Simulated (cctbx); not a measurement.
**Which space group?**

Cell: a = 10.2430 Å, b = 10.2430 Å, c = 10.2430 Å, α = 90.00°, β = 90.00°, γ = 90.00°. Expected content of the cell: Zn4 Ni28 S24 O8.

The data are simulated with cctbx, not measured: Cu Kα, λ = 1.54184 Å, to d = 0.8 Å, 50 % of the full sphere, strongest reflection 20000 counts, noise from counting, a 1.5 % proportional error and a noise floor of 15 counts (s.d.); no absorption.

A first pass over the reflections prints:

```text
4400 reflections to d = 0.802 A
centring   violations  <I/sigma> of those
    A          0 of  2196      0.0
    B          0 of  2235      0.0
    C          0 of  2243      0.0
    I          0 of  2258      0.1
    R        111 of  2939      1.3
    F          0 of  3337      0.0
Laue class    unique    Rint  (classes that these axes allow; Friedel mates merged)
F m m m           312   0.039
F m -3            111   0.036
F m -3 m           80   0.037
space group    extra absences  I>4sigma  <I/sigma>
F 4 3 2                 0          0         -  acentric
F -4 3 m                0          0         -  acentric
F -4 3 c              250          0       0.5  acentric
F m -3 m                0          0         -  centric
F m -3 c              250          0       0.5  centric
Wilson B = 0.31 A^2   <|E^2-1|> = 1.370 (0.968 centric, 0.736 acentric)   E^2>4: 8.0 %
shell (A)         n   <I/sigma>
 5.91 - 1.45     19     28.8
 1.45 - 1.16     15     13.9
 1.16 - 1.01     12     27.4
 1.01 - 0.92     12      9.1
 0.92 - 0.85     13     29.6
 0.85 - 0.80      9     18.8
```

Q: Read the symmetry from these tables.

The reflections that A, B, C, I and F centring forbids are absent (⟨I/σ⟩ near 0), so the lattice is F. F holds A, B and C together.

Rint stays low (0.036 to 0.039) up to F m -3 m, the highest class in these axes.

5 settings pass the absence test. The most absences obeyed, 250, belong to F -4 3 c and F m -3 c, which absences can't tell apart.

⟨|E²−1|⟩ = 1.370 is above even the centric ideal, a mark of pseudo-translation (a class of systematically weak reflections). The Wilson B of 0.31 Å² means U ≈ 0.0039 Å².

The true group is Fm-3m (no. 225), Laue class m-3m, centrosymmetric. It passes the tests but isn't the first choice, because the arrangement of the atoms makes further classes of reflections very weak or absent.

This is a model crystal, built by substitution and not relaxed, with assumed displacement parameters.

[Logs are printed without paths, hosts, clocks, repeated set-up lines and the standing remarks that a program may print on its own settings, such as how far it seeks lower states.]
